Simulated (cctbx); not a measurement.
# Gd2CuS2O2: solution and refinement

Cell a = 4.3080 Å, b = 4.3080 Å, c = 13.2350 Å, α = 90.00°, β = 90.00°, γ = 90.00°; space group I4/mmm (no. 139); content Gd4 Cu2 S4 O4.

The data are simulated with cctbx, not measured: synchrotron X-rays, λ = 0.7749 Å, to d = 0.8 Å, 80 % of the full sphere, strongest reflection 20000 counts, noise from counting, a 2 % proportional error and a noise floor of 2 counts (s.d.); no absorption.

1 earlier start (other random phases, and plain and normalised amplitudes in turn) led nowhere (symmetry correlation 0.80).

Charge flipping in P1 on plain amplitudes to 0.8 Å, δ = 1 σ, 20 % of the reflections treated as weak, 200 cycles:

```text
cycle      R  skewness
    0  0.533     0.29
   16  0.411     2.02
   32  0.311     5.82
   48  0.282     5.58
   64  0.286     5.38
   80  0.288     5.51
   96  0.285     5.51
  112  0.284     5.48
  128  0.289     5.66
  144  0.285     5.58
  160  0.302     5.54
  176  0.291     5.56
  192  0.290     5.67
origin shift          correlation  skewness
 0.217  0.112  0.282      0.850      5.28
 0.218  0.131  0.110      0.839      4.74
 0.220  0.104  0.456      0.837      2.93
 0.044  0.656  0.263      0.802      0.87
taken: symmetry correlation 0.850, skewness 5.28
peak      x       y       z  mult  height/sigma
Q1    0.0000  0.0000  0.1426    4     14.4
Q2    0.0000  0.0000  0.5000    2     13.5
Q3    0.0000  0.5000  0.0000    4      4.1
Q4    0.0000  0.5000  0.2500    4      2.8
Q5    0.1077  0.1077  0.2894   16      1.7
Q6    0.0000  0.0000  0.0000    2      1.6
Q7    0.0000  0.2570  0.0964   16      1.4
Q8    0.0000  0.0000  0.3612    4      1.3
Q9    0.0000  0.2738  0.3755   16      1.2
```

The origin is taken among those within 0.04 of the best correlation, by the skewness of the map.

Run time: 0.33 s on 1 thread of Arm Neoverse V2 (shared host), peak memory 0.07 GiB.

Q: Assign the peaks.

Heights go roughly as Z and multiplicities must add up to the content. First model: Q1 = Gd1 (4 in the cell, height 14.4), Q2 = Cu1 (2 in the cell, height 13.5), Q3 = S1 (4 in the cell, height 4.1) and Q4 = O1 (4 in the cell, height 2.8). Against the true structure, Q1 is Gd, Q2 is Cu, Q3 is S and Q4 is O; the other peaks are not atoms.

Least squares on F², isotropic:

```text
Rint 0.020, 99 unique reflections to 0.80 A
cycle     R1     wR2    GooF  max shift (A)
   1  0.1914  0.4956  41.490   0.05580
   3  0.0238  0.0568   4.757   0.00000
final R1 0.0238 wR2 0.0568 GooF 4.757  parameters 5  data/parameter 19.8
atom        x        y        z      Ueq    occ   su(xyz)  su(Uiso or U11)
Gd1    0.00000  0.00000  0.14688   0.0078  1.000  0.00006  0.0004
Cu1    0.00000  0.00000  0.50000   0.0071  1.000  0.00000  0.0006
S1     0.00000  0.50000  0.00000   0.0131  1.000  0.00000  0.0009
O1     0.00000  0.50000  0.25000   0.0118  1.000  0.00000  0.0025
difference map: max 1.86 min -4.73 rms 0.35
Q1    0.0000  0.0000  0.1446    4    2.10  0.03 A from Gd1
Q2    0.0000  0.0000  0.0605    4    1.00  1.14 A from Gd1
Q3    0.0000  0.0000  0.0000    2    0.99  1.94 A from Gd1
Q4    0.0000  0.0000  0.2944    4    0.73  1.95 A from Gd1
Q5    0.0000  0.5000  0.2106    8    0.67  0.52 A from O1
```

Anisotropic refinement:

```text
Rint 0.020, 99 unique reflections to 0.80 A
cycle     R1     wR2    GooF  max shift (A)
   1  0.0238  0.0568   4.889   0.00012
   2  0.0051  0.0119   1.026   0.00000
final R1 0.0051 wR2 0.0119 GooF 1.026  parameters 10  data/parameter 9.9
atom        x        y        z      Ueq    occ   su(xyz)  su(Uiso or U11)
Gd1    0.00000  0.00000  0.14689   0.0075  1.000  0.00001  0.0001
Cu1    0.00000  0.00000  0.50000   0.0072  1.000  0.00000  0.0002
S1     0.00000  0.50000  0.00000   0.0135  1.000  0.00000  0.0004
O1     0.00000  0.50000  0.25000   0.0124  1.000  0.00000  0.0007
difference map: max 0.43 min -0.29 rms 0.07
Q1    0.0000  0.0000  0.2953    4    0.44  1.96 A from Gd1
Q2    0.0000  0.0000  0.0322    4    0.34  1.52 A from Gd1
Q3    0.0000  0.0000  0.3684    4    0.23  1.74 A from Cu1
Q4    0.0000  0.1948  0.0997   16    0.18  1.05 A from Gd1
Q5    0.2665  0.2665  0.1324   16    0.18  1.63 A from Gd1
Q6    0.0000  0.1730  0.1751   16    0.16  0.83 A from Gd1
```

**Reading.** The refinement ends at R1 = 0.0051, wR2 = 0.0119, GooF = 1.03, with difference density between -0.29 and 0.43 e/Å³. Every site matches the true model in element, within 0.001 Å r.m.s., up to an allowed shift of origin.

True model:

```csv
atom,mult.,x,y,z,Ueq (Å²)
Gd1,4,1/2,1/2,0.1469,0.0075
Cu1,2,0,0,0,0.0072
S1,4,1/2,0,0,0.0135
O1,4,1/2,0,1/4,0.0124
```

The model is made up (kin elements in a known structure type, no relaxation), so it says nothing on whether the phase exists.

[Middle refinement cycles are left out of these outputs.]

[Logs are printed without paths, hosts, clocks, repeated set-up lines and the standing remarks that a program may print on its own settings, such as how far it seeks lower states.]
